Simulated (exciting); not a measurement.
Consider CsLaS2, space group R-3m.

```xyz
4
Lattice="2.1660 1.2505 8.1006 -2.1660 1.2505 8.1006 0.0000 -2.5011 8.1006" Properties=species:S:1:pos:R:3 pbc="T T T"
La    0.0000    0.0000   12.1510
Cs    0.0000    0.0000    0.0000
S     0.0000    0.0000   18.7347
S     0.0000    0.0000    5.5672
```

Absorber: atom 1, with 6 S at 2.93 Å (octahedral, site symmetry -3m). Method: exciting, all-electron LAPW+lo, LDA, exchange and screened direct term (singlet BSE), 2×2×2 shifted k points, 68 conduction bands, |G+q| up to 3 bohr⁻¹ (2 in the exchange term), full RPA screening with nempty = 103, Lorentzian half width 1.71 eV.

Q: What does the La L₃ spectrum look like, and is there a bound core exciton?

Bound core exciton? Yes on this mesh: the first bright state (over 5 % of the brightest) lies at -1.02 eV from the Kohn–Sham onset and at -1.11 eV from the lowest bare transition of its own mesh; weaker or dark states reach down to -11.00 eV. Maxima (height): 1.1 eV (1.00) and 15.4 eV (0.32).

Energy from the Kohn–Sham onset, core level to the lowest empty state found on the meshes used; Im ε in relative units:

```csv
E (eV),Im ε
-12.0,0.03
-11.5,0.03
-11.0,0.04
-10.5,0.04
-10.0,0.04
-9.5,0.05
-9.0,0.05
-8.5,0.05
-8.0,0.06
-7.5,0.07
-7.0,0.08
-6.5,0.09
-6.0,0.10
-5.5,0.11
-5.0,0.13
-4.5,0.16
-4.0,0.19
-3.5,0.23
-3.0,0.29
-2.5,0.37
-2.0,0.48
-1.5,0.61
-1.0,0.74
-0.5,0.84
0.0,0.92
0.5,0.97
1.0,1.00
1.5,0.98
2.0,0.92
2.5,0.83
3.0,0.73
3.5,0.64
4.0,0.58
4.5,0.52
5.0,0.48
5.5,0.45
6.0,0.43
6.5,0.42
7.0,0.42
7.5,0.41
8.0,0.40
8.5,0.39
9.0,0.38
9.5,0.37
10.0,0.36
10.5,0.35
11.0,0.33
11.5,0.32
12.0,0.31
12.5,0.30
13.0,0.30
13.5,0.30
14.0,0.31
14.5,0.31
15.0,0.32
15.5,0.32
16.0,0.32
16.5,0.31
17.0,0.29
17.5,0.28
18.0,0.27
18.5,0.26
19.0,0.25
19.5,0.24
20.0,0.24
20.5,0.24
21.0,0.23
21.5,0.23
22.0,0.23
```

With 8 k points the binding energies are rough, and fine structure above the first lines is partly noise of the mesh. Exchange and the short-range direct term aren't converged in the kernel cutoff. The zero comes from the unshifted 3×3×3 ground-state mesh; it is exact only where the band minimum lies on that mesh. The conduction states carry no spin here, so the exchange coupling to the spinor core hole is only partly held. This core level is treated alone, with no coupling to its spin–orbit partner. The structure is a Materials Project entry, computed there, and may be a hypothetical form.

[Banner, clock and machine lines of the logs are left out without a mark of their own.]

[Logs are printed without paths, hosts, clocks, repeated set-up lines and the standing remarks that a program may print on its own settings, such as how far it seeks lower states.]

[Hosts, paths, dates, database ids (printed as entryN), source tags and the programs' standing remarks are cut or masked in the printed files.]
